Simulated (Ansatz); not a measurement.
# K on Ti(0001): change of the work function

Aim: the work function of Ti(0001) at several coverages of K (fcc site), and the dipole that each adsorbate carries.

Method: plane-wave DFT, PBE, Ansatz PAW, in Ansatz 0.2.0.

Report form: inputs, costs, results and the conclusion, without the logs.

### 1. The starting structure

The cell holds 4 atoms: 4 Ti. Cell: a = 2.950 Å, b = 2.950 Å, c = 25.027 Å, α = 90.0°, β = 90.0°, γ = 60.0°. Vacuum lies along c.

### 2. The clean slab

The bare slab comes first, as the zero from which every change is counted. The two lowest layers are held at bulk places and the upper ones relax. The dipole correction removes the false field that a one-sided slab makes across the periodic vacuum, so each face gets a flat vacuum level of its own.

Contents of input.yaml:

```yaml
crystal:
  lattice:
    - [2.95, 0.0, 0.0]
    - [1.475, 2.5547749412, 0.0]
    - [0.0, 0.0, 25.0269]
  atoms:
    - { symbol: Ti, position: [0.6666666667, 0.6666666667, 0.3596130564] }
    - { symbol: Ti, position: [0.0, 0.0, 0.4532043521] }
    - { symbol: Ti, position: [0.6666666667, 0.6666666667, 0.5467956479] }
    - { symbol: Ti, position: [0.0, 0.0, 0.6403869436] }
kpoints:
  mp_grid: { grid: [12, 12, 1] }
hamiltonian:
  xc: pbe
scf:
  occupations: { method: fermi_dirac, width: 0.1 }
  convergence: { dr2_threshold: 1.0e-08 }
efield:
  axis: 3
  dipole_correction: true
  ramp_position: 0.97
  ramp_width: 0.06
relax:
  f_tol: 0.02
  max_steps: 60
  constraints: [{ sites: [0, 1] }]
output:
  write_potential: true
  write_density: true
  volumetric_format: npy
```

Launch:

```bash
$ ansatz run input.yaml --threads 4 --pin off --max-ram 16384MiB --backend cpu --events-out ev --progress --plain --runs-dir out
```

Run time: 10 s. Hardware: 4 threads of Arm Neoverse V1, shared host; peak memory 0.51 GiB.

The steps of the relaxation:

| step | energy less that of the first step (eV) | largest force component (eV/Å) |
| --- | --- | --- |
| 1 | 0.0000 | 0.6136 |
| 2 | -0.0393 | 0.4318 |
| 3 | -0.0561 | 0.0119 |

Forces are held to the 6 operations that the program found; a distortion that breaks them can't arise in this run.

The atoms that moved most (Å):

| atom | dx | dy | dz | length |
| --- | --- | --- | --- | --- |
| Ti4 | 0.000 | 0.000 | -0.106 | 0.106 |
| Ti3 | 0.000 | 0.000 | 0.068 | 0.068 |

This step gave:

```
energy at zero smearing        : -9996.7499 eV
work function, upper face      : 4.373 eV
work function, lower face      : 4.423 eV
dipole along the normal        : 0.002104 e·Å
step between the vacuum levels : -0.05051 eV
```

Running mean over 2.342 Å of the planar mean; the ramp of the sawtooth is left out. Electron's electrostatic potential energy less the Fermi level against z:

| z (Å) | electron's electrostatic potential energy less the Fermi level (eV) |
| --- | --- |
| 3.5 | 4.42 |
| 4.0 | 4.42 |
| 4.5 | 4.42 |
| 5.0 | 4.40 |
| 5.5 | 4.36 |
| 6.0 | 4.24 |
| 6.5 | 3.89 |
| 7.0 | 2.89 |
| 7.5 | 0.393 |
| 8.0 | -3.13 |
| 8.5 | -5.88 |
| 9.0 | -6.74 |
| 9.5 | -6.71 |
| 10.0 | -6.59 |
| 10.5 | -6.56 |
| 11.0 | -6.58 |
| 11.5 | -6.56 |
| 12.0 | -6.38 |
| 12.5 | -6.24 |
| 13.0 | -6.32 |
| 13.5 | -6.57 |
| 14.0 | -6.94 |
| 14.5 | -7.53 |
| 15.0 | -7.68 |
| 15.5 | -7.32 |
| 16.0 | -6.81 |
| 16.5 | -5.57 |
| 17.0 | -2.61 |
| 17.5 | 0.849 |
| 18.0 | 3.07 |
| 18.5 | 3.92 |
| 19.0 | 4.22 |
| 19.5 | 4.32 |
| 20.0 | 4.36 |
| 20.5 | 4.37 |
| 21.0 | 4.37 |
| 21.5 | 4.37 |

The relaxation took 3 steps and lowered the energy by 0.056 eV; the largest force on the free atoms ends at 0.012 eV/Å.

The work function of the upper face is 4.37 eV.

### 3. The covered slab, k-mesh 4×4×1, coverage 0.111 ML

System of this step: K/Ti(0001). The cell holds 37 atoms: 36 Ti and 1 K. Its edges and angles: a = 8.850 Å, b = 8.850 Å, c = 28.250 Å, α = 90.0°, β = 90.0°, γ = 60.0°. Vacuum lies along c.

The clean slab as it ended is repeated in the plane and the adsorbate is set on one face; the cell's size fixes the coverage, and the k-mesh shrinks with it to keep the sampling density about even. Adsorbate and upper layers relax, since the dipole depends on the height.

Contents of input.yaml:

```yaml
crystal:
  lattice:
    - [8.8500000001, 0.0, 0.0]
    - [4.425, 7.6643248235, 0.0]
    - [0.0, 0.0, 28.2497227411]
  atoms:
    - { symbol: Ti, position: [0.2222222222, 0.2222222222, 0.3185871976] }
    - { symbol: Ti, position: [0.0, 0.0, 0.4015012856] }
    - { symbol: Ti, position: [0.2222222222, 0.2222222222, 0.486822612] }
    - { symbol: Ti, position: [0.0, 0.0, 0.5635906173] }
    - { symbol: Ti, position: [0.2222222222, 0.5555555556, 0.3185871976] }
    - { symbol: Ti, position: [0.0, 0.3333333333, 0.4015012856] }
    - { symbol: Ti, position: [0.2222222222, 0.5555555556, 0.486822612] }
    - { symbol: Ti, position: [0.0, 0.3333333333, 0.5635906173] }
[... 25 atom lines left out ...]
    - { symbol: Ti, position: [0.6666666667, 0.6666666667, 0.4015012856] }
    - { symbol: Ti, position: [0.8888888889, 0.8888888889, 0.486822612] }
    - { symbol: Ti, position: [0.6666666667, 0.6666666667, 0.5635906173] }
    - { symbol: K, position: [0.1111111111, 0.1111111111, 0.6814128024] }
kpoints:
  mp_grid: { grid: [4, 4, 1] }
hamiltonian:
  xc: pbe
scf:
  occupations: { method: fermi_dirac, width: 0.1 }
  convergence: { dr2_threshold: 1.0e-08 }
efield:
  axis: 3
  dipole_correction: true
  ramp_position: 0.97
  ramp_width: 0.06
relax:
  f_tol: 0.02
  max_steps: 60
  constraints:
    - { sites: [0, 1, 4, 5, 8, 9, 12, 13, 16, 17, 20, 21, 24, 25, 28, 29, 32, 33] }
output:
  write_potential: true
  write_density: true
  volumetric_format: npy
```

The job ended after 9.2 min (4 threads; peak memory 8.2 GiB; 26 min of CPU time).

Step by step:

| step | energy less that of the first step (eV) | largest force component (eV/Å) |
| --- | --- | --- |
| 1 | 0.0000 | 0.1396 |
| 2 | -0.0293 | 0.1272 |
| 3 | -0.0357 | 0.0608 |
| 4 | -0.0369 | 0.0049 |

Forces are held to the 6 operations that the program found; a distortion that breaks them can't arise in this run.

The atoms that moved most (Å):

| atom | dx | dy | dz | length |
| --- | --- | --- | --- | --- |
| K37 | 0.000 | 0.000 | -0.135 | 0.135 |
| Ti8 | 0.000 | -0.009 | -0.052 | 0.053 |
| Ti16 | -0.008 | 0.004 | -0.052 | 0.053 |
| Ti4 | 0.008 | 0.004 | -0.052 | 0.053 |
| Ti27 | -0.012 | 0.007 | -0.040 | 0.042 |
| Ti11 | 0.000 | -0.014 | -0.040 | 0.042 |
| Ti3 | 0.012 | 0.007 | -0.040 | 0.042 |
| Ti12 | -0.009 | 0.005 | 0.037 | 0.038 |

The relaxed structure:

```xyz
37
Lattice="8.8500 0.0000 0.0000 4.4250 7.6643 0.0000 0.0000 0.0000 28.2497" Properties=species:S:1:pos:R:3
Ti    2.9500    1.7032    9.0000
Ti    0.0000    0.0000   11.3423
Ti    2.9619    1.7101   13.7129
Ti    0.0076    0.0044   15.8694
Ti    4.4250    4.2580    9.0000
Ti    1.4750    2.5548   11.3423
Ti    4.4208    4.2604   13.7732
Ti    1.4750    2.5460   15.8694
Ti    5.9000    6.8127    9.0000
Ti    2.9500    5.1095   11.3423
Ti    5.9000    6.7990   13.7129
Ti    2.9406    5.1149   15.9578
Ti    5.9000    1.7032    9.0000
Ti    2.9500    0.0000   11.3423
Ti    5.9000    1.6983   13.7732
Ti    2.9424    0.0044   15.8694
Ti    7.3750    4.2580    9.0000
Ti    4.4250    2.5548   11.3423
Ti    7.3792    4.2604   13.7732
Ti    4.4008    2.5408   15.9452
Ti    8.8500    6.8127    9.0000
Ti    5.9000    5.1095   11.3423
Ti    8.8687    6.8019   13.7393
Ti    5.9000    5.1375   15.9452
Ti    8.8500    1.7032    9.0000
Ti    5.9000    0.0000   11.3423
Ti    8.8381    1.7101   13.7129
Ti    5.9000   -0.0108   15.9578
Ti   10.3250    4.2580    9.0000
Ti    7.3750    2.5548   11.3423
Ti   10.3250    4.2796   13.7393
Ti    7.3992    2.5408   15.9452
Ti   11.8000    6.8127    9.0000
Ti    8.8500    5.1095   11.3423
Ti   11.7813    6.8019   13.7393
Ti    8.8594    5.1149   15.9578
K     1.4750    0.8516   19.1149
```

Numbers from this step:

* energy at zero smearing: -91509.6418 eV
* work function, upper face: 2.319 eV
* work function, lower face: 4.420 eV
* dipole along the normal: 0.7874 e·Å
* step between the vacuum levels: -2.100 eV

Running mean over 2.342 Å of the planar mean; the ramp of the sawtooth is left out. Electron's electrostatic potential energy less the Fermi level against z:

| z (Å) | electron's electrostatic potential energy less the Fermi level (eV) |
| --- | --- |
| 3.5 | 4.42 |
| 4.0 | 4.42 |
| 4.5 | 4.41 |
| 5.0 | 4.40 |
| 5.5 | 4.36 |
| 6.0 | 4.24 |
| 6.5 | 3.88 |
| 7.0 | 2.89 |
| 7.5 | 0.392 |
| 8.0 | -3.13 |
| 8.5 | -5.87 |
| 9.0 | -6.74 |
| 9.5 | -6.71 |
| 10.0 | -6.59 |
| 10.5 | -6.56 |
| 11.0 | -6.58 |
| 11.5 | -6.57 |
| 12.0 | -6.42 |
| 12.5 | -6.31 |
| 13.0 | -6.38 |
| 13.5 | -6.59 |
| 14.0 | -6.92 |
| 14.5 | -7.46 |
| 15.0 | -7.59 |
| 15.5 | -7.24 |
| 16.0 | -6.74 |
| 16.5 | -5.53 |
| 17.0 | -2.66 |
| 17.5 | 0.464 |
| 18.0 | 2.08 |
| 18.5 | 2.25 |
| 19.0 | 2.05 |
| 19.5 | 1.85 |
| 20.0 | 1.85 |
| 20.5 | 2.06 |
| 21.0 | 2.24 |
| 21.5 | 2.30 |
| 22.0 | 2.31 |
| 22.5 | 2.32 |
| 23.0 | 2.32 |
| 23.5 | 2.32 |
| 24.0 | 2.32 |
| 24.5 | 2.32 |
| 25.0 | 2.32 |

The relaxation took 4 steps and lowered the energy by 0.037 eV; the largest force on the free atoms ends at 0.0049 eV/Å.

The covered face has 2.32 eV, -2.05 eV against the clean one; the bare back face has moved by -0.00 eV, a measure of how thin the slab is.

### 4. The covered slab, k-mesh 6×6×1, coverage 0.25 ML

System of this step: K/Ti(0001). The cell holds 17 atoms: 16 Ti and 1 K. Its edges and angles: a = 5.900 Å, b = 5.900 Å, c = 28.250 Å, α = 90.0°, β = 90.0°, γ = 60.0°. Vacuum lies along c.

Another coverage, to see how the dipoles act on each other as their distance changes.

Contents of input.yaml:

```yaml
crystal:
  lattice:
    - [5.9, 0.0, 0.0]
    - [2.95, 5.1095498824, 0.0]
    - [0.0, 0.0, 28.2497227411]
  atoms:
    - { symbol: Ti, position: [0.3333333333, 0.3333333333, 0.3185871976] }
    - { symbol: Ti, position: [0.0, 0.0, 0.4015012856] }
    - { symbol: Ti, position: [0.3333333333, 0.3333333333, 0.486822612] }
    - { symbol: Ti, position: [0.0, 0.0, 0.5635906173] }
    - { symbol: Ti, position: [0.3333333333, 0.8333333333, 0.3185871976] }
    - { symbol: Ti, position: [0.0, 0.5, 0.4015012856] }
    - { symbol: Ti, position: [0.3333333333, 0.8333333333, 0.486822612] }
    - { symbol: Ti, position: [0.0, 0.5, 0.5635906173] }
    - { symbol: Ti, position: [0.8333333333, 0.3333333333, 0.3185871976] }
    - { symbol: Ti, position: [0.5, 0.0, 0.4015012856] }
    - { symbol: Ti, position: [0.8333333333, 0.3333333333, 0.486822612] }
    - { symbol: Ti, position: [0.5, 0.0, 0.5635906173] }
    - { symbol: Ti, position: [0.8333333333, 0.8333333333, 0.3185871976] }
    - { symbol: Ti, position: [0.5, 0.5, 0.4015012856] }
    - { symbol: Ti, position: [0.8333333333, 0.8333333333, 0.486822612] }
    - { symbol: Ti, position: [0.5, 0.5, 0.5635906173] }
    - { symbol: K, position: [0.1666666667, 0.1666666667, 0.6814128024] }
kpoints:
  mp_grid: { grid: [6, 6, 1] }
hamiltonian:
  xc: pbe
scf:
  occupations: { method: fermi_dirac, width: 0.1 }
  convergence: { dr2_threshold: 1.0e-08 }
efield:
  axis: 3
  dipole_correction: true
  ramp_position: 0.97
  ramp_width: 0.06
relax:
  f_tol: 0.02
  max_steps: 60
  constraints: [{ sites: [0, 1, 4, 5, 8, 9, 12, 13] }]
output:
  dos: { projected: true, e_range: [-8, 4] }
  write_potential: true
  write_density: true
  volumetric_format: npy
  elf: true
```

It took 1.8 min on 4 threads; peak memory 2.5 GiB.

Relaxation path:

| step | energy less that of the first step (eV) | largest force component (eV/Å) |
| --- | --- | --- |
| 1 | 0.0000 | 0.3663 |
| 2 | -0.0188 | 0.1489 |
| 3 | -0.0267 | 0.0566 |
| 4 | -0.0276 | 0.0161 |

Forces are held to the 6 operations that the program found; a distortion that breaks them can't arise in this run.

The atoms that moved most (Å):

| atom | dx | dy | dz | length |
| --- | --- | --- | --- | --- |
| K17 | 0.000 | 0.000 | -0.120 | 0.120 |
| Ti16 | 0.000 | 0.000 | 0.077 | 0.077 |
| Ti15 | 0.000 | 0.000 | -0.033 | 0.033 |
| Ti7 | 0.000 | -0.013 | -0.004 | 0.014 |
| Ti11 | -0.012 | 0.007 | -0.004 | 0.014 |
| Ti3 | 0.012 | 0.007 | -0.004 | 0.014 |
| Ti8 | 0.000 | 0.004 | -0.006 | 0.007 |
| Ti12 | 0.003 | -0.002 | -0.006 | 0.007 |

The relaxed structure:

```xyz
17
Lattice="5.9000 0.0000 0.0000 2.9500 5.1095 0.0000 0.0000 0.0000 28.2497" Properties=species:S:1:pos:R:3
Ti    2.9500    1.7032    9.0000
Ti    0.0000    0.0000   11.3423
Ti    2.9616    1.7099   13.7481
Ti   -0.0030   -0.0018   15.9153
Ti    4.4250    4.2580    9.0000
Ti    1.4750    2.5548   11.3423
Ti    4.4250    4.2445   13.7481
Ti    1.4750    2.5583   15.9153
Ti    5.9000    1.7032    9.0000
Ti    2.9500    0.0000   11.3423
Ti    5.8884    1.7099   13.7481
Ti    2.9530   -0.0018   15.9153
Ti    7.3750    4.2580    9.0000
Ti    4.4250    2.5548   11.3423
Ti    7.3750    4.2580   13.7193
Ti    4.4250    2.5548   15.9987
K     1.4750    0.8516   19.1295
```

Numbers from this step:

```
energy at zero smearing        : -41525.6891 eV
work function, upper face      : 1.626 eV
work function, lower face      : 4.412 eV
dipole along the normal        : 0.4642 e·Å
step between the vacuum levels : -2.786 eV
```

Running mean over 2.342 Å of the planar mean; the ramp of the sawtooth is left out. Electron's electrostatic potential energy less the Fermi level against z:

| z (Å) | electron's electrostatic potential energy less the Fermi level (eV) |
| --- | --- |
| 4 | 4.41 |
| 5 | 4.39 |
| 6 | 4.23 |
| 7 | 2.88 |
| 8 | -3.13 |
| 9 | -6.74 |
| 10 | -6.59 |
| 11 | -6.58 |
| 12 | -6.41 |
| 13 | -6.38 |
| 14 | -6.90 |
| 15 | -7.51 |
| 16 | -6.73 |
| 17 | -2.86 |
| 18 | 1.01 |
| 19 | 0.0550 |
| 20 | -0.0208 |
| 21 | 1.21 |
| 22 | 1.52 |
| 23 | 1.60 |
| 24 | 1.62 |
| 25 | 1.62 |

The density of states has structure finer than the step of the table below, so its rows give means over 0.25 eV. Peaks (eV: height): -1.260: 50.6, -1.200: 53.9, -0.840: 53.2, -0.750: 97.9, -0.630: 53.0, -0.060: 58.2, 0.390: 44.4.

Table of density of states by energy, zero at the Fermi level; means over each step:

| energy (eV) | density of states (states/eV a cell) |
| --- | --- |
| -6.00 | 0 |
| -5.75 | 0.261 |
| -5.50 | 1.15 |
| -5.25 | 1.17 |
| -5.00 | 1.15 |
| -4.75 | 1.89 |
| -4.50 | 3.03 |
| -4.25 | 2.39 |
| -4.00 | 2.44 |
| -3.75 | 4.21 |
| -3.50 | 3.94 |
| -3.25 | 3.29 |
| -3.00 | 6.77 |
| -2.75 | 8.41 |
| -2.50 | 10.2 |
| -2.25 | 14.8 |
| -2.00 | 18.0 |
| -1.75 | 19.9 |
| -1.50 | 15.8 |
| -1.25 | 24.9 |
| -1.00 | 22.6 |
| -0.75 | 46.6 |
| -0.50 | 12.9 |
| -0.25 | 25.8 |
| 0.00 | 32.2 |
| 0.25 | 31.9 |
| 0.50 | 34.9 |

Projected DOS per atom over height of the atomic layer and energy from the Fermi level. Layers: Ti4 Ti4 Ti4 Ti4 K from below.

Ten even steps from '_' (0.00 states/eV) to '@' (2.62 states/eV), each cell a mean:
```
@@****%%::
@@++==##__
##----++__
**##**##--
====++**..
--====--__
==++++==__
::====--__
....::..__
........__
..__....__
__________
__________
__________
__________
__________
__________
__________
__________
__________
__________
__________
```
Columns: height of the atomic layer (Å) from 9 to 19.1 (not evenly spaced); rows upwards: energy from the Fermi level (eV) from -7.96 to 0.645.

Valence density in the ca plane at fractional y = 0.000, with atoms of Ti within 0.2 Å of it. It is the smooth field of the valence electrons, not physical close to the nuclei.

Ten steps, logarithmic in the rise over the least value, from '0' (0.00 × 1e0 e/Å³) to '9' (9.70 × 1e0 e/Å³), each cell a mean:
```
22379985222222248997310000000000000000000000
22246753222222235764210000000000000000000000
22223322222332222332110000000000000000000000
22222222223443222221110000000000000000000000
22222222223432222222110000000000000000000000
22235542222322224553110000000000000000000000
22368874222222237886210000000000000000000000
22379985222222258997310000000000000000000000
22379985222222248997310000000000000000000000
22246753222222235764210011211000000000000000
22223322222332222332111113332100000000000000
22222222223433222221111123443100000000000000
22222222222332222222111123442100000000000000
22235542222222224553210012221000000000000000
22368874222222237886210001110000000000000000
22379985222222258997310000000000000000000000
```
Columns run along c (16.0 Å, from fractional 0.34 to 0.90 of the cell), rows up along a (5.9 Å). Atoms in or near the plane, at fractional coordinates: Ti at (0.40, 0.00), Ti at (0.56, 0.00), Ti at (0.40, 0.50), Ti at (0.56, 0.50).

Electrostatic potential energy in the ca plane at fractional y = 0.000, with atoms of Ti within 0.2 Å of it. With pseudopotentials it is smooth inside the atoms' cores, unlike the true potential.

Values in eV, 9 rows by 16 columns, each cell a mean:
```
  1 -26 -20   2   3  -7 -31  -7   6   5   5   5   5   5   5   5
  1  -3  -1  -1  -7   1  -5   3   6   6   6   5   5   5   5   5
  0   0   1  -1  -9   2  -1   4   6   6   6   5   5   5   5   5
  1 -22 -17   2   1  -5 -28  -5   6   6   5   5   5   5   5   5
  1 -30 -25   3   4 -10 -35 -11   5   4   4   5   5   5   5   5
  1 -15 -11   2  -1  -2 -19  -2   4  -1   1   4   5   5   5   5
  0   2   2  -1 -11   2   1   4   3  -9  -2   4   5   5   5   5
  1 -10  -6   1  -3  -1 -13   0   4  -3   0   4   5   5   5   5
  1 -29 -24   3   4  -9 -34 -10   5   3   3   4   5   5   5   5
```
Columns run along c (16.0 Å, from fractional 0.34 to 0.90 of the cell; values clipped at the 3rd and 97th percentile), rows up along a (5.9 Å). Atoms in or near the plane, at fractional coordinates: Ti at (0.40, 0.00), Ti at (0.56, 0.00), Ti at (0.40, 0.50), Ti at (0.56, 0.50).

ELF in the ca plane at fractional y = 0.000, with atoms of Ti within 0.2 Å of it. It is the smooth field of the valence electrons, not physical close to the nuclei.

Values, 9 rows by 16 columns, each cell a mean:
```
0.36 0.43 0.38 0.39 0.49 0.33 0.49 0.22 0.22 0.09 0.05 0.08 0.07 0.02 0.01 0.00
0.25 0.23 0.25 0.21 0.18 0.27 0.22 0.27 0.39 0.27 0.17 0.12 0.06 0.02 0.00 0.00
0.25 0.25 0.28 0.20 0.19 0.30 0.21 0.32 0.41 0.29 0.19 0.12 0.05 0.02 0.00 0.00
0.33 0.41 0.34 0.34 0.38 0.29 0.50 0.19 0.25 0.13 0.06 0.09 0.07 0.02 0.01 0.00
0.42 0.40 0.40 0.48 0.69 0.40 0.36 0.28 0.13 0.05 0.03 0.04 0.09 0.04 0.01 0.00
0.28 0.31 0.26 0.28 0.24 0.25 0.39 0.20 0.12 0.42 0.28 0.03 0.10 0.06 0.01 0.00
0.25 0.30 0.33 0.21 0.20 0.33 0.24 0.44 0.16 0.75 0.53 0.04 0.10 0.07 0.01 0.00
0.26 0.26 0.24 0.25 0.19 0.25 0.30 0.23 0.13 0.53 0.36 0.03 0.10 0.06 0.01 0.00
0.41 0.41 0.40 0.46 0.64 0.38 0.41 0.26 0.12 0.08 0.05 0.03 0.09 0.04 0.01 0.00
```
Columns run along c (16.0 Å, from fractional 0.34 to 0.90 of the cell), rows up along a (5.9 Å). Atoms in or near the plane, at fractional coordinates: Ti at (0.40, 0.00), Ti at (0.56, 0.00), Ti at (0.40, 0.50), Ti at (0.56, 0.50).

The relaxation took 4 steps and lowered the energy by 0.028 eV; the largest force on the free atoms ends at 0.016 eV/Å.

By hand: a sheet of dipoles makes a step −p/(ε₀A) in the electron's potential. With e/ε₀ = 180.95 V·Å, p = 0.4642 e·Å and A = 30.15 Å², that is −180.95 × (0.4642) / 30.15 = -2.786 eV, and the two vacuum levels of the run differ by -2.786 eV.

The covered face has 1.63 eV, -2.75 eV against the clean one; the bare back face has moved by -0.01 eV, a measure of how thin the slab is.

### 5. Work function against coverage

This step: plane-wave DFT, PBE, Ansatz PAW; work function against coverage (Ansatz 0.2.0).

The runs are now put side by side.

This step gave:

```yaml
work_function_of_the_clean_face: 4.373 eV
largest_change_of_the_work_function: -2.747 eV
```

The work function of the covered face by coverage:

| coverage (adsorbates/nm²) | work function of the covered face (eV) |
| --- | --- |
| 0.00 | 4.37 |
| 1.47 | 2.32 |
| 3.32 | 1.63 |

The dipole per adsorbate comes from the change of the cell's dipole. Coverage, by row:

| coverage (1/nm²) | coverage (ML) | work function (eV) | change (eV) | dipole per adsorbate, positive end outwards (debye) | mean height of the added atoms over the highest substrate atom (Å) |
| --- | --- | --- | --- | --- | --- |
| 1.474 | 0.1111 | 2.319 | -2.054 | 3.691 | 3.157 |
| 3.317 | 0.25 | 1.626 | -2.747 | 2.189 | 3.131 |

### 6. Results

* work function of the clean face: 4.37 eV
* work function at 0.11 ML: 2.32 eV
* work function at 0.25 ML: 1.63 eV
* dipole per adsorbate at 0.11 ML, positive end outwards: 3.69 D

What this shows: K lowers the work function of Ti(0001) at the lowest coverage, by 2.05 eV: the adsorbate layer has its positive end outwards. The slab has 4 layers, at the tabulated experimental lattice constant, one starting site was run, and quantum-size effects of a slab this thin can reach one or two tenths of an eV.

[Long decimals in the printed logs are rounded to 6 places.]

[Logs are printed without paths, hosts, clocks, repeated set-up lines and the standing remarks that a program may print on its own settings, such as how far it seeks lower states.]

[Hosts, paths, dates, database ids (printed as entryN), source tags and the programs' standing remarks are cut or masked in the printed files.]

[Maps of the electrostatic potential energy from Ansatz leave out the sawtooth potential of an applied field or a dipole correction, so their vacuum need not be flat; planar profiles and work functions include it.]

[The density of states shown here was stored with 400 of the rows of the run's finer table, so its peaks can read low, often by over a quarter, or be missed, and its means over a window can be off by a tenth or more.]
